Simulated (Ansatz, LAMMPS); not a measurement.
# A frame of liquid mixture of dimethyl sulfoxide and H2O from 300 K (89 atoms): geometry optimisation, part 3 of 3

Wanted: the relaxed structure of a frame of liquid mixture of dimethyl sulfoxide and H2O from 300 K (89 atoms) and its electronic structure.

Ansatz 0.2.0; Kohn-Sham DFT, PBE+D4, PAW (set soft_2), plane waves.

The cell: 16 C, 8 S, 11 O and 54 H. The network of contacts between molecules at the start is that of the classical potential that made the cell. The density was typed from a rule of thumb and may lie off the real one at this temperature. The Brillouin zone is sampled at Γ only, in a cell whose shortest periodic width is 10 Å.

So far, density (g/cm³): step 5 (distances and neighbours after relaxation) 1.09.

**6. Single point at the relaxed geometry**

One more single point at the end of the walk gives the fuller output and checks the residual forces.

input.yaml reads:

```yaml
crystal:
  lattice:
    - [10.1107, 0.0, 0.0]
    - [0.0, 10.1107, 0.0]
    - [0.0, 0.0, 10.1107]
  atoms:
    - { symbol: C, position: [0.38251, 0.1438, 0.54893] }
    - { symbol: S, position: [0.31156, 0.3087, 0.55126] }
    - { symbol: C, position: [0.18951, 0.28192, 0.42306] }
    - { symbol: O, position: [0.23762, 0.32187, 0.68139] }
    - { symbol: H, position: [0.42953, 0.12672, 0.45269] }
    - { symbol: H, position: [0.30463, 0.07022, 0.566] }
    - { symbol: H, position: [0.45794, 0.14074, 0.6267] }
    - { symbol: H, position: [0.12017, 0.3649, 0.43132] }
    - { symbol: H, position: [0.13892, 0.18668, 0.43642] }
    - { symbol: H, position: [0.23907, 0.28878, 0.32651] }
    - { symbol: C, position: [0.09533, 0.45667, 0.99469] }
    - { symbol: S, position: [0.23364, 0.53482, 0.07761] }
    - { symbol: C, position: [0.14236, 0.61779, 0.20642] }
    - { symbol: O, position: [0.31295, 0.42436, 0.14122] }
    - { symbol: H, position: [0.13421, 0.40737, 0.90628] }
    - { symbol: H, position: [0.02252, 0.53242, 0.96766] }
    - { symbol: H, position: [0.05096, 0.38388, 0.06172] }
    - { symbol: H, position: [0.21536, 0.65976, 0.27508] }
    - { symbol: H, position: [0.07853, 0.54677, 0.25777] }
    - { symbol: H, position: [0.08351, 0.69807, 0.16238] }
    - { symbol: C, position: [0.31511, 0.98233, 0.18783] }
    - { symbol: S, position: [0.37095, 0.97391, 0.01868] }
    - { symbol: C, position: [0.29821, 0.12704, 0.96356] }
    - { symbol: O, position: [0.52055, 0.99595, 0.01921] }
    - { symbol: H, position: [0.35961, 0.90075, 0.24401] }
    - { symbol: H, position: [0.20714, 0.97127, 0.18903] }
    - { symbol: H, position: [0.34415, 0.07807, 0.22964] }
    - { symbol: H, position: [0.32534, 0.14193, 0.85978] }
    - { symbol: H, position: [0.33416, 0.20908, 0.02492] }
    - { symbol: H, position: [0.1901, 0.11804, 0.97143] }
    - { symbol: C, position: [0.16391, 0.67178, 0.67578] }
    - { symbol: S, position: [0.03797, 0.63455, 0.55453] }
    - { symbol: C, position: [0.94875, 0.511, 0.64724] }
    - { symbol: O, position: [0.94839, 0.75515, 0.54715] }
    - { symbol: H, position: [0.22935, 0.74459, 0.62912] }
    - { symbol: H, position: [0.21816, 0.58012, 0.69705] }
    - { symbol: H, position: [0.11708, 0.7119, 0.76505] }
    - { symbol: H, position: [0.01922, 0.43274, 0.67348] }
    - { symbol: H, position: [0.87091, 0.47094, 0.58299] }
    - { symbol: H, position: [0.90594, 0.55675, 0.73576] }
    - { symbol: C, position: [0.60327, 0.26863, 0.222] }
    - { symbol: S, position: [0.72376, 0.21678, 0.34452] }
    - { symbol: C, position: [0.86656, 0.24106, 0.23922] }
    - { symbol: O, position: [0.72999, 0.32252, 0.45059] }
    - { symbol: H, position: [0.63226, 0.36364, 0.17839] }
    - { symbol: H, position: [0.50779, 0.27934, 0.27203] }
    - { symbol: H, position: [0.5963, 0.19046, 0.14669] }
    - { symbol: H, position: [0.95298, 0.20842, 0.29551] }
    - { symbol: H, position: [0.87153, 0.34678, 0.21501] }
    - { symbol: H, position: [0.85666, 0.18128, 0.14919] }
    - { symbol: C, position: [0.54561, 0.41176, 0.88328] }
    - { symbol: S, position: [0.64662, 0.55913, 0.87365] }
    - { symbol: C, position: [0.51311, 0.67694, 0.857] }
    - { symbol: O, position: [0.70677, 0.57891, 0.01018] }
    - { symbol: H, position: [0.48161, 0.41772, 0.97091] }
    - { symbol: H, position: [0.61294, 0.32711, 0.89083] }
    - { symbol: H, position: [0.4863, 0.4041, 0.79267] }
    - { symbol: H, position: [0.55637, 0.77605, 0.86519] }
    - { symbol: H, position: [0.43896, 0.66116, 0.93462] }
    - { symbol: H, position: [0.46992, 0.66393, 0.75815] }
    - { symbol: C, position: [0.81828, 0.92216, 0.80292] }
    - { symbol: S, position: [0.97052, 0.01514, 0.813] }
    - { symbol: C, position: [0.93674, 0.13481, 0.68573] }
    - { symbol: O, position: [0.96617, 0.09035, 0.94401] }
    - { symbol: H, position: [0.81739, 0.87136, 0.70702] }
    - { symbol: H, position: [0.73374, 0.98895, 0.81626] }
    - { symbol: H, position: [0.82114, 0.84969, 0.88356] }
    - { symbol: H, position: [0.93291, 0.08414, 0.58958] }
    - { symbol: H, position: [0.02076, 0.20347, 0.68697] }
    - { symbol: H, position: [0.84382, 0.18653, 0.70718] }
    - { symbol: C, position: [0.54383, 0.5825, 0.35446] }
    - { symbol: S, position: [0.48928, 0.69664, 0.47995] }
    - { symbol: C, position: [0.62706, 0.81033, 0.46942] }
    - { symbol: O, position: [0.36865, 0.76809, 0.42639] }
    - { symbol: H, position: [0.62486, 0.52207, 0.39451] }
    - { symbol: H, position: [0.57483, 0.6373, 0.26615] }
    - { symbol: H, position: [0.45909, 0.51879, 0.33191] }
    - { symbol: H, position: [0.63781, 0.84433, 0.36689] }
    - { symbol: H, position: [0.71805, 0.76022, 0.50139] }
    - { symbol: H, position: [0.6049, 0.89292, 0.5361] }
    - { symbol: O, position: [0.95879, 0.90326, 0.14617] }
    - { symbol: H, position: [0.86428, 0.8759, 0.14573] }
    - { symbol: H, position: [0.96387, 0.97243, 0.07745] }
    - { symbol: O, position: [0.01847, 0.98554, 0.40291] }
    - { symbol: H, position: [0.9952, 0.96044, 0.31116] }
    - { symbol: H, position: [0.00211, 0.90351, 0.4525] }
    - { symbol: O, position: [0.69905, 0.82293, 0.13804] }
    - { symbol: H, position: [0.63418, 0.88079, 0.09326] }
    - { symbol: H, position: [0.69766, 0.73763, 0.09055] }
kpoints:
  mp_grid: { grid: [1, 1, 1] }
hamiltonian:
  xc: pbe
  dispersion: d4
scf:
  occupations: { method: fixed }
output:
  forces: true
  stress: true
  populations: true
  dos:
    method: { smearing: { sigma: 0.08 } }
    de: 0.1
    projected: { site_lists: { C: [C], H: [H], O: [O], S: [S] } }
  eigenvalues: true
  write_density: true
  write_potential: true
  volumetric_format: npy
  elf: true
```

Launch:

```
> ansatz run input.yaml --threads 4 --pin off --max-ram 8192MiB --backend cpu --events-out ev --progress --plain --runs-dir out
```

Numbers of over 12 decimals in the logs are rounded to 6 here.

Output:

```text
[...]
Crystal: 89 atoms, lattice volume = 1033.579 Å³
Basis set: ecut = 420 eV, 20197 PW (Γ), exchange–correlation on 144×144×144 points (8 copies of the dense FFT grid, shifted against one another)
Bands: 205, of which v1, the nominal top of the filled ones, is band 116 counted from 1 (115 counted from 0)
Symmetry: 1 space group operations
[...]
k-points: 1
[...]
SCF iter   1: F=—  HF=-18338.476971 eV  |F-HF|=—  |Δ(HF+E_count)|=         —  Δρ=6.55e-3  dr2=5.51e-1  ethr=1.77e-3  ⟨swp⟩=5.0  Hψ=756  notcnv=0  defer=86
[...]
SCF iter  10: F=-18338.351132 eV  HF=-18338.351132 eV  |F-HF|=1.44e-8  |Δ(HF+E_count)|=   8.35e-8  Δρ=1.45e-6  dr2=2.09e-8  ethr=4.31e-11  ⟨swp⟩=25.0  Hψ=1999  notcnv=0
SCF 1 converged in 10 iterations: F = -18338.351132 eV  dr2 = 2.09e-8
[...]
WARN: The input density's exchange-correlation potential varies sharply where the density is thin. Do not read a vacuum level from v_tot or v_xc, or from such a field of the output density. On a cell that repeats whose density bears no net charge and no dipole along the vacuum's axis use v_es (v_loc + v_h of the components); [...]
SCF converged after 10 iterations
Free energy (F): -18338.351132 eV
[...]
Internal energy: -18338.351132 eV  (E = F + TS)
E sigma→0 (E₀):  -18338.351132 eV
Fermi energy:    -0.336249 eV
[...]
--- Forces (eV/Å), atoms counted from 1 ---
  atom   1  C      0.00010533    -0.00100429     0.00005209
  atom   2  S      0.00233060     0.00669439    -0.00040447
  atom   3  C     -0.00137540    -0.00058163     0.00287904
  atom   4  O      0.00341084    -0.00259863    -0.00745941
  atom   5  H      0.00227738     0.00268077     0.00009939
  atom   6  H     -0.00091128    -0.00007450     0.00135182
  atom   7  H      0.00342189     0.00065109    -0.00081157
  atom   8  H     -0.00080647    -0.00160266    -0.00315572
  atom   9  H     -0.00210615    -0.00284123     0.00043906
  atom  10  H      0.00085765     0.00317900    -0.00048004
  atom  11  C      0.00490637     0.00148097    -0.00094808
  atom  12  S      0.00417640    -0.00024778    -0.00045350
  atom  13  C      0.00208809     0.00202551    -0.00140858
  atom  14  O     -0.00101377    -0.00321383     0.00205958
[...]
atom  88  H      0.00444062    -0.00485987     0.00263550
  atom  89  H     -0.00048286    -0.00017671    -0.00062190
  max |Σ_I F_I| component: 7.41e-5 eV/Å
--- Stress (GPa, compression-positive) ---
       -0.294509      -0.042190      -0.005665
       -0.042190      -0.431590      -0.054761
       -0.005666      -0.054761      -0.197152
  P = ⅓ Tr σ = -0.3078 GPa (-3.078 kbar)
--- Band table (eV) ---
[...]
--- Löwdin populations: 89 sites ---
  site symbol       q [e]
     0      C      4.5872
     1      S      4.8261
     2      C      4.5984
[...]
88      H      0.6208
  spilling = 0.017745 (of n_electrons = 232.000000)
```

Run time: 8.1 s. Hardware: 4 threads of Arm Neoverse V2, shared host; peak memory 1 GiB; 30 s of CPU time.

The program notes that the exchange-correlation potential is rough where the density is thin.

Numbers from this run:

* free energy: -18338.3511 eV
* free energy per atom: -206.0489 eV/atom
* SCF cycles: 10
* pressure: -0.3078 GPa
* r.m.s. force component: 0.00331 eV/Å
* longest force: 0.02213 eV/Å
* Fermi energy: -0.3362 eV
* gap (highest filled to lowest empty level): 4.356 eV
* spilling of the projection: 0.01775

Löwdin charges by element and coordination (they lack the spilled electrons, 0.046 e an atom on average):

| element | coordination | atoms | mean charge (e) | spread | least | most |
| --- | --- | --- | --- | --- | --- | --- |
| C | all | 16 | -0.592 | 0.0044 | -0.598 | -0.584 |
| H | all | 54 | 0.233 | 0.0532 | 0.182 | 0.384 |
| O | all | 11 | -0.766 | 0.0257 | -0.791 | -0.706 |
| O | 1 | 8 | -0.779 | 0.0093 | -0.791 | -0.766 |
| O | 2 | 3 | -0.732 | 0.0239 | -0.763 | -0.706 |
| S | all | 8 | 1.18 | 0.0077 | 1.17 | 1.19 |

Density of states as counts of states in windows of 1 eV (from the Fermi level), total and the larger projections:

| from (eV) | to (eV) | total | C p | O p | H s | S p | C s |
| --- | --- | --- | --- | --- | --- | --- | --- |
| -14 | -13 | 0.1 | 0.0 | 0.0 | 0.0 | 0.0 | 0.0 |
| -13 | -12 | 15.5 | 0.1 | 0.1 | 5.0 | 1.8 | 8.3 |
| -12 | -11 | 0.5 | 0.0 | 0.0 | 0.2 | 0.1 | 0.3 |
| -11 | -10 | 0.0 | 0.0 | 0.0 | 0.0 | 0.0 | 0.0 |
| -10 | -9 | 16.0 | 2.8 | 1.0 | 3.4 | 0.5 | 2.7 |
| -9 | -8 | 0.0 | 0.0 | 0.0 | 0.0 | 0.0 | 0.0 |
| -8 | -7 | 2.3 | 0.1 | 1.4 | 0.6 | 0.1 | 0.0 |
| -7 | -6 | 21.7 | 8.3 | 4.0 | 5.0 | 3.4 | 0.1 |
| -6 | -5 | 35.3 | 15.9 | 4.1 | 7.7 | 5.9 | 0.2 |
| -5 | -4 | 34.8 | 15.9 | 6.0 | 9.0 | 2.6 | 0.0 |
| -4 | -3 | 25.9 | 6.8 | 8.0 | 4.7 | 5.0 | 0.0 |
| -3 | -2 | 4.0 | 0.4 | 2.5 | 0.3 | 0.5 | 0.0 |
| -2 | -1 | 19.7 | 2.7 | 15.5 | 0.4 | 0.1 | 0.3 |
| -1 | 0 | 16.9 | 1.4 | 10.4 | 0.6 | 2.9 | 0.2 |
| 0 | 1 | 1.4 | 0.1 | 0.8 | 0.0 | 0.3 | 0.0 |
| 1 | 4 | 0.0 | 0.0 | 0.0 | 0.0 | 0.0 | 0.0 |
| 4 | 5 | 18.5 | 1.6 | 1.6 | 2.8 | 6.0 | 1.5 |

The curve was stored every 0.100 eV, coarse against its broadening of 0.08 eV, so these counts are rough.

With fixed occupations the program's Fermi level is the highest filled level; weight inside the gap is the broadening of levels at its edges.

Between -21 and -14 eV lie 38 more states.

The levels nearest the highest filled one (over half full), pooled over k-points and spins:

| level less the highest filled one (eV) | occupation |
| --- | --- |
| -0.467 | 2 |
| -0.396 | 2 |
| -0.334 | 2 |
| -0.229 | 2 |
| -0.113 | 2 |
| 0 | 2 |
| 4.36 | 0 |
| 4.40 | 0 |
| 4.49 | 0 |
| 4.60 | 0 |
| 4.63 | 0 |
| 4.72 | 0 |

Valence density in the bc plane at fractional x = 0.315, with atoms of S and H and O and C within 0.2 Å of it. It is the smooth field of the valence electrons, not physical close to the nuclei.

Values in e/Å³, 13 rows by 16 columns, each cell a mean:
```
0.7 1.3 1.7 0.7 0.1 0.0 0.0 0.0 0.1 0.1 0.0 0.0 0.0 0.1 0.3 0.7
0.1 0.6 1.4 0.3 0.0 0.0 0.0 0.0 0.0 0.0 0.0 0.0 0.0 0.0 0.0 0.1
0.0 0.1 0.2 0.1 0.0 0.1 0.0 0.0 0.0 0.0 0.0 0.0 0.0 0.0 0.0 0.0
0.0 0.0 0.0 0.1 0.3 0.5 0.2 0.0 0.0 0.0 0.0 0.0 0.0 0.0 0.0 0.0
0.1 0.2 0.2 0.2 0.7 0.9 0.3 0.0 0.0 0.0 0.0 0.1 0.0 0.0 0.0 0.0
0.4 1.4 0.9 0.8 0.9 0.8 0.6 0.1 0.0 0.0 0.0 0.1 0.1 0.0 0.0 0.0
0.1 0.4 0.4 0.5 0.7 0.8 0.4 0.1 0.0 0.0 0.1 0.3 0.7 0.2 0.0 0.0
0.0 0.0 0.1 0.1 0.2 0.2 0.1 0.0 0.0 0.0 0.1 0.7 1.6 0.5 0.0 0.0
0.1 0.0 0.0 0.0 0.1 0.1 0.0 0.0 0.0 0.0 0.0 0.1 0.3 0.1 0.1 0.1
0.8 0.6 0.1 0.0 0.0 0.1 0.1 0.1 0.0 0.0 0.0 0.0 0.0 0.1 0.5 0.8
1.5 0.6 0.1 0.0 0.0 0.3 2.9 2.6 0.4 0.1 0.0 0.0 0.0 0.1 0.6 1.6
0.8 0.2 0.1 0.1 0.1 0.4 3.3 3.0 0.8 0.4 0.1 0.0 0.0 0.0 0.3 1.0
0.9 0.8 1.1 1.1 0.2 0.1 0.2 0.3 0.5 0.4 0.1 0.0 0.0 0.1 0.5 1.0
```
Columns run along b (10.1 Å), rows up along c (10.1 Å). Atoms in or near the plane, at fractional coordinates: S at (0.31, 0.55), H at (0.07, 0.57), O at (0.42, 0.14), C at (0.98, 0.19), C at (0.13, 0.96), H at (0.14, 0.86), H at (0.21, 0.02).

Electrostatic potential energy in the bc plane at fractional x = 0.315, with atoms of S and H and O and C within 0.2 Å of it. With pseudopotentials it is smooth inside the atoms' cores, unlike the true potential.

Ten even steps from '0' (-38 eV) to '9' (6 eV), each cell a mean:
```
4610048999999999999999999853
8740168999999999999999999988
9984279999999999999999999999
9984179999999999999999999999
9998899999999999999999999999
9999999999999999999999999999
9999999999999999999999999999
9999999988999999999999999999
9989988655789999999999999999
8536776100279999999999999999
8315675011069999999999999999
9877776100279999999999999999
9999888644789999999997899999
9999999888999999999973499999
9999999999999999999996799999
9999999999999999999999999999
9999999999999999999999999999
6768999999999999999999998776
0447999999988999999999998720
0478999999711488999999999710
3789999999400167889999999852
6889999999821455789999999875
3688855899998765789999999731
1552223899999888899999999620
```
Columns run along b (10.1 Å; values clipped at the 3rd and 97th percentile), rows up along c (10.1 Å). Atoms in or near the plane, at fractional coordinates: S at (0.31, 0.55), H at (0.07, 0.57), O at (0.42, 0.14), C at (0.98, 0.19), C at (0.13, 0.96), H at (0.14, 0.86), H at (0.21, 0.02).

Mean Löwdin charges: C -0.59, H +0.23, O -0.77, S +1.18 e (they miss 1.8 % of the electrons, so they add up to more than the cell's charge). The largest share in the top eV of filled states is O p (63 % of the projected weight), and in the lowest eV of empty states S p (42 % of the projected weight).

The surroundings of S32, one of the 8 S atoms, nearest first, numbered as they follow in the input and with coordinates relative to it.

| atom | x | y | z | distance (Å) | bonds | Löwdin charge (e) |
| --- | --- | --- | --- | --- | --- | --- |
| S32 | 0.00 | 0.00 | 0.00 | 0.00 | 3 | 1.19 |
| O34 | -0.91 | 1.22 | -0.07 | 1.52 | 1 | -0.77 |
| C33 | -0.90 | -1.25 | 0.94 | 1.80 | 4 | -0.59 |
| C31 | 1.27 | 0.38 | 1.23 | 1.81 | 4 | -0.60 |
| H35 | 1.93 | 1.11 | 0.75 | 2.36 | 1 | 0.23 |
| H38 | -0.19 | -2.04 | 1.20 | 2.38 | 1 | 0.21 |
| H39 | -1.69 | -1.65 | 0.29 | 2.38 | 1 | 0.24 |
| H36 | 1.82 | -0.55 | 1.44 | 2.39 | 1 | 0.21 |
| H40 | -1.33 | -0.79 | 1.83 | 2.40 | 1 | 0.19 |
| H37 | 0.80 | 0.78 | 2.13 | 2.40 | 1 | 0.20 |

The column of bonds counts only the pairs H-C within 1.34 Å, H-O within 1.21 Å, C-S within 2.21 Å, O-S within 1.93 Å; other neighbours, such as metal atoms beside each other in a compound, aren't counted, and periodic images can show an atom twice.

**7. Other settings**

Changed here: basis.ecutwfc = "25.7 Ry", scf.algorithm = "direct_min" and total_charge = -1.

Edit input.yaml of step 6 so:

```diff
@@ -6,3 +6,3 @@
   atoms:
-    [... the 89 atom lines of step 6 ...]
+    [... the 89 atom lines of step 3 ...]
 kpoints:
@@ -14,2 +14,3 @@
   occupations: { method: fixed }
+  algorithm: direct_min
 output:
@@ -23,5 +24,4 @@
   eigenvalues: true
-  write_density: true
-  write_potential: true
-  volumetric_format: npy
-  elf: true
+basis:
+  ecutwfc: "25.7 Ry"
+total_charge: -1
```

Output:

```text
Error: inconsistent input (scf.occupations.method, magnetization): a σ = 0 step fill (method: fixed, or a smearing width below the step floor) cannot realise an odd electron count (233) without a locked total moment — the per-k integer fill puts the same N_el/2 bands in each spin channel; [...]
```

Run time: 0.04 s. Hardware: 4 threads; peak memory 0.072 GiB.

The program refused the input before any cycle.

The program's message: “Error: inconsistent input (scf.occupations.method, magnetization): a σ = 0 step fill (method: fixed, or a smearing width below the step floor) cannot realise an odd electron count (233) without a lock …”

Runs without a result: basis.ecutwfc = "25.7 Ry", scf.algorithm = "direct_min" and total_charge = -1 (refused).

**8. What came out**

- energy change in the relaxation: -44.02 meV/atom
- r.m.s. displacement: 0.85 Å
- largest displacement: 1.575 Å
- free energy per atom: -206.0489 eV/atom
- pressure: -0.3078 GPa
- r.m.s. force component: 0.00331 eV/Å
- gap (highest filled to lowest empty level): 4.356 eV
- wall time of the 3 DFT runs: 3.4 min

Relaxation lowers the energy by 44.0 meV/atom and moves atoms by 0.85 Å r.m.s.; the r.m.s. force component goes from 0.74 to 0.0033 eV/Å, the pressure goes from 0.23 to -0.31 GPa, and the gap from 3.59 to 4.36 eV. By the final cutoffs no bond was broken or made. First to last step the energy falls by 3.918 eV; the largest move, 1.58 Å, is that of H48. The O-S bonds change most in mean length: from 1.502 Å (spread 0.025) to 1.521 Å (spread 0.005). By these cutoffs all C atoms have 4, all H atoms have 1, 73 % of O atoms have 1 and all S atoms have 3 bonded neighbours. Between filled and empty levels lie 4.36 eV (at Γ alone); a semilocal functional tends to put such gaps too low. In a disordered cell it changes from sample to sample and from frame to frame.

**Limits.** The network of contacts between molecules at the start is that of the classical potential that made the cell; in DFT atoms moved by 0.85 Å r.m.s.

[Logs are printed without paths, hosts, clocks, repeated set-up lines and the standing remarks that a program may print on its own settings, such as how far it seeks lower states.]

[Hosts, paths, dates, database ids (printed as entryN), source tags and the programs' standing remarks are cut or masked in the printed files.]
